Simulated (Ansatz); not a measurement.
## BiP (model cell, started as CsCl type): from the cell to its phonons

Task: relax BiP (model cell, started as CsCl type), then find its harmonic phonons.

Calculated with Ansatz 0.2.0; DFT PBEsol, scalar-relativistic, plane waves, PAW.

The structure was built from a prototype and need not be the compound's stable phase.

### Step 1. The starting structure

The structure is cubic, space group Pm-3m (No. 221). Conventional cell: a = 3.579 Å, b = 3.579 Å, c = 3.579 Å, α = 90.00°, β = 90.00°, γ = 90.00°. Nearest to Bi lie 8 P at 3.10 Å. P has 8 Bi at 3.10 Å nearest. Farther neighbours are not listed.

### Step 2. Relaxation

The cell and atoms are relaxed, since residual forces and stress would shift the frequencies.

File input.yaml:

```yaml
crystal:
  lattice:
    - [3.57865, 0.0, 0.0]
    - [0.0, 3.57865, 0.0]
    - [0.0, 0.0, 3.57865]
  atoms:
    - { symbol: Bi, position: [0.0, 0.0, 0.0] }
    - { symbol: P, position: [0.5, 0.5, 0.5] }
kpoints:
  mp_grid: { grid: [12, 12, 12] }
hamiltonian:
  xc: pbesol
scf:
  occupations: { method: gaussian, width: 0.1 }
output:
  forces: true
  stress: true
  eigenvalues: true
  write_density: true
  write_potential: true
  elf: true
  volumetric_format: npy
relax:
  adjacent_minimum: "off"
  f_tol: 0.005
  max_steps: 80
  cell: { stress_tol: 0.05 }
```

The run is started by

```bash
$ ansatz run input.yaml --threads 4 --pin off --max-ram 7168MiB --backend cpu --events-out ev --progress --plain --runs-dir out
```

Numbers of over 12 decimals in the logs are rounded to 6 here.

What it wrote:

```text
Engine: ansatz 0.2.0, aarch64-unknown-linux-gnu
Pseudopotentials: kind: paw
Pseudopotential: Bi, paw, valence charge 15, recommended cutoff 420 eV (normal), Bi.paw.azcp
Pseudopotential: P, paw, valence charge 5, recommended cutoff 420 eV (normal), P.paw.azcp
Functional definition: PBEsol
  exchange = pbesol_x
  correlation = pbesol_c
Crystal: 2 atoms, lattice volume = 45.831 Å³
Basis set: ecut = 420 eV, 895 PW (Γ), exchange–correlation on 48×48×48 points (8 copies of the dense FFT grid, shifted against one another)
Bands: 14, of which v1, the nominal top of the filled ones, is band 10 counted from 1 (9 counted from 0)
Symmetry: 48 space group operations
Space group: Pm-3m (ITA 221), of the structure as read, at distance tolerance 3.6e-5 Å
k-points: 84 of 1728
Non-local potential: Bi, projectors of the file, l = 0: 2, l = 1: 2, l = 2: 2, l = 3: 2
Non-local potential: P, projectors of the file, l = 0: 2, l = 1: 2, l = 2: 2
PAW form: soft (Blöchl's): semilocal exchange-correlation on the pseudo side does not see the compensation charge
PAW frozen core: Bi, regenerated for the run's functional, and the local potential with it (the file was generated under x = pbe(κ = 0.804, μ = 0.219515), c = pbe(β = 0.066725))
PAW frozen core: P, regenerated for the run's functional, and the local potential with it (the file was generated under x = pbe(κ = 0.804, μ = 0.219515), c = pbe(β = 0.066725))
PAW one-centre angular grid: Bi, 590 points (default); XC on 64 Gauss nodes
PAW one-centre angular grid: P, 110 points (default); XC on 64 Gauss nodes
Initial density: superposition of atomic densities (neutral atoms: chi_scale 0, normalization atom), corrected by the library's trained network
Initial wavefunctions: pseudopotential atomic-orbital guess
Functional: x = pbesol(κ = 0.804, μ = 0.123457), c = pbesol(β = 0.046)
SCF iter   1: F=—  HF=-12981.333380 eV  |F-HF|=—  |Δ(HF+E_count)|=         —  Δρ=7.01e-3  dr2=5.35e-2  ethr=1.77e-3  ⟨swp⟩=5.8  Hψ=6749  notcnv=0
preconditioner: auto → none  [metal: Δε(μ)=0.045 eV  Ē_g=18.111 eV  σ=0.100 eV  W_gap=0.25  n_scr=6 (ndim 8)  ℏωp=24.5 eV  f_vac=0.000  D(μ)=1.26/eV (n_scr^D=6)  sad-step TF]
SCF iter   2: F=—  HF=-12981.326790 eV  |F-HF|=—  |Δ(HF+E_count)|=   6.59e-3  Δρ=5.68e-3  dr2=3.57e-2  ethr=2.67e-4  ⟨swp⟩=1.2  Hψ=1861  notcnv=0
SCF iter   3: F=—  HF=-12981.319505 eV  |F-HF|=—  |Δ(HF+E_count)|=   7.29e-3  Δρ=2.45e-3  dr2=6.91e-3  ethr=1.78e-4  ⟨swp⟩=1.1  Hψ=1178  notcnv=0
SCF iter   4: F=—  HF=-12981.318088 eV  |F-HF|=—  |Δ(HF+E_count)|=   1.42e-3  Δρ=1.09e-3  dr2=4.71e-4  ethr=3.45e-5  ⟨swp⟩=2.8  Hψ=2008  notcnv=0
SCF iter   5: F=—  HF=-12981.317815 eV  |F-HF|=—  |Δ(HF+E_count)|=   2.73e-4  Δρ=1.13e-4  dr2=2.72e-6  ethr=2.36e-6  ⟨swp⟩=2.0  Hψ=1954  notcnv=0
SCF iter   6: F=—  HF=-12981.317799 eV  |F-HF|=—  |Δ(HF+E_count)|=   1.59e-5  Δρ=1.89e-5  dr2=1.50e-7  ethr=1.36e-8  ⟨swp⟩=2.7  Hψ=1995  notcnv=0
SCF iter   7: F=-12981.317799 eV  HF=-12981.317799 eV  |F-HF|=1.64e-10  |Δ(HF+E_count)|=   3.58e-8  Δρ=1.39e-6  dr2=3.93e-10  ethr=5.00e-10  ⟨swp⟩=12.6  Hψ=9367  notcnv=0
SCF 1 converged in 7 iterations: F = -12981.317799 eV  dr2 = 3.93e-10
  greatest PAW one-centre occupation: 0.989 electrons in one spin orbital (limit 2), on the Bi atom at site 0 (counted from 0), in its partial waves of l = 2
relax step   1: F+E_penalty+E_count = -12981.31779874 eV  Δ(F+E_penalty+E_count) = +0.000e0 eV  max|allowed force component| = 2.662e-30 eV/Å  Δτ_max = 0.0000 Å  P = -3.241 GPa  Ω = 45.831 Å³  (7 SCF iters, dr2 threshold 1.00e-7 eV, accepted)
Crystal: 2 atoms, lattice volume = 42.582 Å³
Basis set: ecut = 420 eV, 847 PW (Γ), exchange–correlation on 48×48×48 points (8 copies of the dense FFT grid, shifted against one another)
Initial density: handed on by an earlier stage of this run
Initial wavefunctions: those handed on with the density
iter 1 solved again at ethr=1.83e-5 eV; its pass at ethr=3.10e-3 eV (dr2=3.67e-3 eV) is discarded
SCF iter   1: F=—  HF=-12981.329042 eV  |F-HF|=—  |Δ(HF+E_count)|=         —  Δρ=2.11e-3  dr2=3.64e-3  ethr=1.83e-5  ⟨swp⟩=2.0  Hψ=8768  notcnv=0
preconditioner: auto → none  [metal: Δε(μ)=0.068 eV  Ē_g=18.331 eV  σ=0.100 eV  W_gap=0.37  n_scr=6 (ndim 8)  ℏωp=25.4 eV  f_vac=0.000  D(μ)=1.03/eV (n_scr^D=6)]
SCF iter   2: F=—  HF=-12981.328296 eV  |F-HF|=—  |Δ(HF+E_count)|=   7.46e-4  Δρ=9.78e-4  dr2=7.70e-4  ethr=1.82e-5  ⟨swp⟩=1.0  Hψ=1178  notcnv=0
SCF iter   3: F=—  HF=-12981.328116 eV  |F-HF|=—  |Δ(HF+E_count)|=   1.80e-4  Δρ=1.01e-4  dr2=2.05e-6  ethr=3.85e-6  ⟨swp⟩=2.0  Hψ=1428  notcnv=0
SCF iter   4: F=—  HF=-12981.328097 eV  |F-HF|=—  |Δ(HF+E_count)|=   1.91e-5  Δρ=2.57e-5  dr2=3.01e-7  ethr=1.02e-8  ⟨swp⟩=2.1  Hψ=2044  notcnv=0
iter 5 did not close the SCF: its close was put off for the readings that it lacked (scf_convergence_deferred on its scf_iter line)
SCF iter   5: F=-12981.328097 eV  HF=-12981.328097 eV  |F-HF|=1.27e-9  |Δ(HF+E_count)|=   3.55e-8  Δρ=4.17e-6  dr2=4.34e-9  ethr=1.51e-9  ⟨swp⟩=2.0  Hψ=2027  notcnv=0
SCF iter   6: F=-12981.328097 eV  HF=-12981.328097 eV  |F-HF|=3.82e-11  |Δ(HF+E_count)|=   2.91e-9  Δρ=4.01e-7  dr2=6.80e-11  ethr=2.17e-11  ⟨swp⟩=8.6  Hψ=8620  notcnv=0
SCF 2 converged in 6 iterations: F = -12981.328097 eV  dr2 = 6.80e-11
relax step   2: F+E_penalty+E_count = -12981.32809721 eV  Δ(F+E_penalty+E_count) = -1.030e-2 eV  max|allowed force component| = 3.287e-30 eV/Å  Δτ_max = 0.0000 Å  P = +2.669 GPa  Ω = 42.582 Å³  energy of the carried Pulay correction = +7.528e-4 eV  (6 SCF iters, dr2 threshold 2.00e-7 eV, accepted)
Crystal: 2 atoms, lattice volume = 43.990 Å³
iter 1 solved again at ethr=4.30e-6 eV; its pass at ethr=3.10e-3 eV (dr2=8.60e-4 eV) is discarded
SCF iter   1: F=—  HF=-12981.338664 eV  |F-HF|=—  |Δ(HF+E_count)|=         —  Δρ=1.01e-3  dr2=8.91e-4  ethr=4.30e-6  ⟨swp⟩=2.8  Hψ=8879  notcnv=0
preconditioner: auto → none  [metal: Δε(μ)=0.051 eV  Ē_g=18.224 eV  σ=0.100 eV  W_gap=0.27  n_scr=6 (ndim 8)  ℏωp=25.0 eV  f_vac=0.000  D(μ)=1.06/eV (n_scr^D=6)]
SCF iter   2: F=—  HF=-12981.338488 eV  |F-HF|=—  |Δ(HF+E_count)|=   1.76e-4  Δρ=4.65e-4  dr2=1.87e-4  ethr=4.30e-6  ⟨swp⟩=1.1  Hψ=1182  notcnv=0
SCF iter   3: F=—  HF=-12981.338430 eV  |F-HF|=—  |Δ(HF+E_count)|=   5.82e-5  Δρ=4.63e-5  dr2=4.37e-7  ethr=9.36e-7  ⟨swp⟩=1.9  Hψ=1382  notcnv=0
iter 4 did not close the SCF: its close was put off for the readings that it lacked (scf_convergence_deferred on its scf_iter line)
SCF iter   4: F=-12981.338430 eV  HF=-12981.338430 eV  |F-HF|=2.79e-8  |Δ(HF+E_count)|=   5.60e-7  Δρ=9.95e-6  dr2=4.72e-8  ethr=2.18e-9  ⟨swp⟩=2.2  Hψ=2056  notcnv=0
iter 5 did not close the SCF: its close was put off for the readings that it lacked (scf_convergence_deferred on its scf_iter line)
SCF iter   5: F=-12981.338430 eV  HF=-12981.338430 eV  |F-HF|=3.27e-10  |Δ(HF+E_count)|=   3.00e-9  Δρ=1.89e-6  dr2=8.35e-10  ethr=2.36e-10  ⟨swp⟩=2.0  Hψ=2000  notcnv=0
SCF iter   6: F=-12981.338430 eV  HF=-12981.338430 eV  |F-HF|=9.09e-12  |Δ(HF+E_count)|=  4.89e-10  Δρ=2.14e-7  dr2=1.45e-11  ethr=4.17e-12  ⟨swp⟩=7.0  Hψ=7867  notcnv=0
SCF 3 converged in 6 iterations: F = -12981.338430 eV  dr2 = 1.45e-11
relax step   3: F+E_penalty+E_count = -12981.33843013 eV  Δ(F+E_penalty+E_count) = -1.033e-2 eV  max|allowed force component| = 2.630e-31 eV/Å  Δτ_max = 0.0000 Å  P = -0.166 GPa  Ω = 43.990 Å³  energy of the carried Pulay correction = +4.198e-4 eV  (6 SCF iters, dr2 threshold 2.00e-7 eV, accepted)
[...]
relax step   4: F+E_penalty+E_count = -12981.33849590 eV  Δ(F+E_penalty+E_count) = -6.577e-5 eV  max|allowed force component| = 4.602e-31 eV/Å  Δτ_max = 0.0000 Å  P = -0.007 GPa  Ω = 43.905 Å³  energy of the carried Pulay correction = +4.396e-4 eV  (6 SCF iters, accepted)
Initial wavefunctions: pseudopotential atomic-orbital guess (no wavefunctions were taken with the density)
iter 1 solved again at ethr=1.36e-7 eV; its pass at ethr=3.10e-3 eV (dr2=2.71e-5 eV) is discarded
SCF iter   1: F=—  HF=-12981.338114 eV  |F-HF|=—  |Δ(HF+E_count)|=         —  Δρ=5.23e-5  dr2=2.27e-7  ethr=1.36e-7  ⟨swp⟩=4.1  Hψ=10715  notcnv=0
preconditioner: auto → none  [metal: Δε(μ)=0.049 eV  Ē_g=18.223 eV  σ=0.100 eV  W_gap=0.26  n_scr=6 (ndim 8)  ℏωp=25.1 eV  f_vac=0.000  D(μ)=1.06/eV (n_scr^D=6)]
SCF iter   2: F=—  HF=-12981.338078 eV  |F-HF|=—  |Δ(HF+E_count)|=   3.60e-5  Δρ=2.44e-5  dr2=4.13e-8  ethr=1.13e-9  ⟨swp⟩=2.1  Hψ=2049  notcnv=0
SCF iter   3: F=—  HF=-12981.338078 eV  |F-HF|=—  |Δ(HF+E_count)|=   3.92e-8  Δρ=4.03e-6  dr2=1.69e-9  ethr=2.07e-10  ⟨swp⟩=2.4  Hψ=1634  notcnv=0
SCF iter   4: F=—  HF=-12981.338078 eV  |F-HF|=—  |Δ(HF+E_count)|=   1.38e-9  Δρ=5.00e-7  dr2=8.63e-11  ethr=8.45e-12  ⟨swp⟩=2.5  Hψ=2072  notcnv=0
iter 5 did not close the SCF: its close was put off for the readings that it lacked (scf_convergence_deferred on its scf_iter line)
SCF iter   5: F=-12981.338078 eV  HF=-12981.338078 eV  |F-HF|=3.64e-12  |Δ(HF+E_count)|=  7.28e-12  Δρ=3.62e-8  dr2=3.08e-13  ethr=1.00e-12  ⟨swp⟩=1.2  Hψ=1191  notcnv=0
SCF iter   6: F=-12981.338078 eV  HF=-12981.338078 eV  |F-HF|=0.00e0  |Δ(HF+E_count)|=  3.64e-12  Δρ=3.92e-9  dr2=6.98e-15  ethr=1.00e-12  ⟨swp⟩=6.0  Hψ=5869  notcnv=0
SCF 5 converged in 6 iterations: F = -12981.338078 eV  dr2 = 6.98e-15
relax step   5: F+E_penalty+E_count = -12981.33807812 eV  Δ(F+E_penalty+E_count) = +4.178e-4 eV  max|allowed force component| = 4.273e-31 eV/Å  Δτ_max = 0.0000 Å  P = -0.011 GPa  Ω = 43.905 Å³  stress off target by 1.11e-2 GPa  SCF on the basis re-selected at this cell (its energy is not comparable with the rows above)  (6 SCF iters)
basis re-selected at this cell: Δ(F+E_penalty+E_count) = +4.178e-4 eV, ΔP = -0.004 GPa vs the last step (what re-selecting the basis moved, of the pressure what is left beyond the Pulay correction that the steps carried, after the strain that the cell walked since its last selection, with what the two solves' SCF thresholds leave and, on support functions, any second-order correction that the steps lacked; it is no m [...]
SCF converged after 6 iterations
Free energy (F): -12981.338078 eV
Harris-Foulkes:  -12981.338078 eV  (|F-HF|=0.00e0)
Internal energy: -12981.332778 eV  (E = F + TS)
E sigma→0 (E₀):  -12981.335428 eV
Entropy (-TS):   -0.005300 eV (-2.650 meV/atom)
Fermi energy:    11.778928 eV
--- Per-component energies (eV) ---
  E_band       = -51.553440
  E_kinetic    = 371.141107
  E_local      = -1443.694871  (includes V_loc(G=0)·N_el)
  E_nonlocal   = 597.465292
  E_hartree    = 461.838416
  E_xc         = -211.477298
  E_vxc        = -205.075461  (∫ρ·V_xc dr)
  E_paw        = -11063.604103  (= ΣΔE_a)
  E_vpaw       = -295.065893  (= ΣTr[D̂ρ^β])
  E_aug_tail   = -0.000449  (compensation charges beyond the density's cutoff)
  E_ewald      = -1693.136720
  E_core_change = 0.135848  (= ΣΔE_core)
  E_smearing   = -0.005300  (= −TS)
  E_closure    = 0.000000  (closes the sum)
  Σ components = -12981.338078   (vs F -12981.338078, Δ=0.00e0)
--- Forces (eV/Å), atoms counted from 1 ---
  atom   1  Bi    -0.00000000     0.00000000    -0.00000000
  atom   2  P      0.00000000     0.00000000     0.00000000
  max |Σ_I F_I| component: 7.23e-31 eV/Å
--- Stress (GPa, compression-positive) ---
       -0.011077      -0.000000      -0.000000
       -0.000000      -0.011077       0.000000
       -0.000000       0.000000      -0.011077
  P = ⅓ Tr σ = -0.0111 GPa (-0.111 kbar)
--- Band table (eV; the first three rows and the last of 84) ---
  k-point 0: bands = [... 6 lower, 5.3426, 9.7812, 9.7812, 9.7812, 15.4518, 15.4518, 18.1008, 18.1008]
  k-point 1: bands = [... 6 lower, 5.1051, 9.7216, 9.8661, 9.8661, 15.5108, 15.8547, 17.7329, 17.8189]
  k-point 2: bands = [... 6 lower, 4.4423, 9.6952, 10.1176, 10.1176, 15.6857, 16.0547, 17.0780, 17.0780]
  k-point 83: bands = [... 6 lower, 3.2534, 9.0118, 9.0118, 9.0118, 9.0288, 9.0288, 9.0288, 27.2465]
--- Relaxed structure (4 steps of the walk, 4 accepted, 1 SCFs on fresh bases) ---
  F+E_penalty+E_count = -12981.33807812 eV   max|allowed force component| = 4.273e-31 eV/Å   (the final SCF, on the basis selected at the relaxed cell)
  cell:  # Å, volume = 43.9055 Å³
    - [3.527819, 0, 0]
    - [0, 3.527819, 0.0]
    - [0, 0.0, 3.527819]
  atoms:
    - { symbol: Bi, position: [0, 0, 0] }
    - { symbol: P, position: [0.5, 0.5, 0.5] }
```

Run time: 3.8 s. Hardware: 4 threads of Arm Neoverse V2, shared host; peak memory 0.38 GiB; 14 s of CPU time.

Relaxation path:

| step | energy less that of the first step (eV) | largest force component (eV/Å) | pressure (GPa) | volume (Å³) |
| --- | --- | --- | --- | --- |
| 1 | 0.0000 | 0.0000 | -3.24 | 45.83 |
| 2 | -0.0103 | 0.0000 | 2.67 | 42.58 |
| 3 | -0.0206 | 0.0000 | -0.17 | 43.99 |
| 4 | -0.0207 | 0.0000 | -0.01 | 43.91 |
| 5* | -0.0203 | 0.0000 | -0.01 | 43.91 |

Relaxation steps marked * repeat the geometry before them on a plane-wave basis chosen anew for their cell, so energy and pressure can jump there.

The run keeps the 48 symmetry operations that it works with, so distortions that break them were not tested.

| conventional cell, symmetrised | before | after | change |
| --- | --- | --- | --- |
| a (Å) | 3.579 | 3.528 | -1.4 % |
| b (Å) | 3.579 | 3.528 | -1.4 % |
| c (Å) | 3.579 | 3.528 | -1.4 % |
| volume (Å³/atom) | 22.92 | 21.95 | -4.2 % |

Final coordinates:

```xyz
2
Lattice="3.5278 0.0000 0.0000 0.0000 3.5278 0.0000 0.0000 0.0000 3.5278" Properties=species:S:1:pos:R:3 pbc="T T T"
Bi    0.0000    0.0000    0.0000
P     1.7639    1.7639    1.7639
```

This step gave:

- pressure: -0.01108 GPa
- volume per atom: 21.95 Å³
- gap on the k-mesh: 0 eV

ELF in the ac plane at fractional y = 0.000, with atoms of Bi within 0.2 Å of it. It is the smooth field of the valence electrons, not physical close to the nuclei.

Ten even steps from '0' (0.11) to '9' (0.44), each cell a mean:
```
00498521369930
24897520258973
89986310147999
99864210125789
66542100012456
33211000001123
11000000000001
22210000001122
65432100012355
98764200124678
99986310146899
35897420258984
00598521369940
80399621369820
```
Columns run along a (3.5 Å), rows up along c (3.5 Å). Atoms in or near the plane, at fractional coordinates: Bi at (0.00, 0.00).

Electrostatic potential energy in the ac plane at fractional y = 0.000, with atoms of Bi within 0.2 Å of it. With pseudopotentials it is smooth inside the atoms' cores, unlike the true potential.

Values in eV, 14 rows by 14 columns, each cell a mean:
```
-85 -81 -61 -24  -1   8  11  12  11   7  -5 -33 -67 -83
-73 -63 -40 -13   3   9  12  13  12   9   0 -19 -45 -67
-39 -31 -16  -1   7  11  13  14  13  11   5  -4 -19 -33
 -7  -4   1   7  11  13  14  14  14  13  10   5   0  -5
  6   7   9  11  13  14  15  15  14  14  13  11   9   7
 11  11  12  13  14  15  15  15  15  14  14  13  12  11
 12  13  13  14  14  15  15  15  15  15  14  14  13  12
 11  12  12  13  14  15  15  15  15  15  14  13  12  11
  7   8  10  12  13  14  15  15  15  14  13  11   9   8
 -2   0   4   8  11  13  14  14  14  13  11   7   3  -1
-29 -22 -10   1   8  12  13  14  13  11   7  -1 -13 -24
-68 -58 -35 -10   4  10  12  13  12   9   1 -16 -40 -61
-84 -79 -58 -22   0   8  12  13  11   7  -4 -31 -63 -81
-85 -84 -68 -29  -2   7  11  12  11   6  -7 -39 -73 -85
```
Columns run along a (3.5 Å; values clipped at the 3rd and 97th percentile), rows up along c (3.5 Å). Atoms in or near the plane, at fractional coordinates: Bi at (0.00, 0.00).

Valence density in the ac plane at fractional y = 0.000, with atoms of Bi within 0.2 Å of it. It is the smooth field of the valence electrons, not physical close to the nuclei.

Ten even steps from '_' (0.1 e/Å³) to '@' (7.9 e/Å³), each cell a mean:
```
%%##++..______________::++##
**++--..______________..--++
--::..__________________..::
____________________________
____________________________
____________________________
____________________________
____________________________
____________________________
____________________________
::....__________________....
++==::..______________..--++
%%##==..______________::++##
@@%%++::______________--**%%
```
Columns run along a (3.5 Å), rows up along c (3.5 Å). Atoms in or near the plane, at fractional coordinates: Bi at (0.00, 0.00).

In this step the volume went from 22.92 to 21.95 Å³/atom.

### Step 3. Tight relaxation

Phonons need a cell at rest on their own settings, so the relaxation is repeated with tight tolerances on forces and stress on the k mesh and occupations of the first response run.

File input.yaml:

```yaml
crystal:
  lattice:
    - [3.5278186226, 0.0, 0.0]
    - [0.0, 3.5278186226, 0.0]
    - [0.0, 0.0, 3.5278186226]
  atoms:
    - { symbol: Bi, position: [0.0, 0.0, 0.0] }
    - { symbol: P, position: [0.5, 0.5, 0.5] }
kpoints:
  mp_grid: { grid: [12, 12, 12] }
hamiltonian:
  xc: pbesol
scf:
  occupations: { method: methfessel_paxton, width: 0.2 }
output:
  forces: true
  stress: true
  eigenvalues: true
relax:
  adjacent_minimum: "off"
  f_tol: 0.001
  max_steps: 60
  cell: { stress_tol: 0.01 }
```

What it wrote:

```text
[...]
Crystal: 2 atoms, lattice volume = 43.905 Å³
Basis set: ecut = 420 eV, 847 PW (Γ), exchange–correlation on 48×48×48 points (8 copies of the dense FFT grid, shifted against one another)
Bands: 14, of which v1, the nominal top of the filled ones, is band 10 counted from 1 (9 counted from 0)
Symmetry: 48 space group operations
[...]
k-points: 84 of 1728
[...]
k-point 83: bands = [... 6 lower, 3.2579, 9.0156, 9.0156, 9.0156, 9.0329, 9.0329, 9.0329, 27.2553]
--- Relaxed structure (3 steps of the walk, 3 accepted, 1 SCFs on fresh bases) ---
[...]
cell:  # Å, volume = 43.8918 Å³
    - [3.527452, 0, 0.0]
    - [0, 3.527452, 0]
    - [0.0, 0, 3.527452]
  atoms:
    - { symbol: Bi, position: [0, 0, 0] }
    - { symbol: P, position: [0.500000, 0.500000, 0.500000] }
[key lines of the parts left out:]
SCF converged after 5 iterations
Free energy (F): -12981.334726 eV
Fermi energy:    11.789571 eV
P = ⅓ Tr σ = -0.0000 GPa (-0.000 kbar)
```

The job ended after 2.6 s (4 threads; peak memory 0.37 GiB).

Little changed from the start: no atom moved by 0.005 Å and no cell edge by 0.1 %.

Numbers from this step:

```yaml
pressure: -3.87e-5 GPa
```

The forces vanish by symmetry and the pressure is 0.000 GPa, within the tolerances set. The cell now holds 21.95 Å³/atom.

[end of part 1 of 2]

[Logs are printed without paths, hosts, clocks, repeated set-up lines and the standing remarks that a program may print on its own settings, such as how far it seeks lower states.]

[Hosts, paths, dates, database ids (printed as entryN), source tags and the programs' standing remarks are cut or masked in the printed files.]
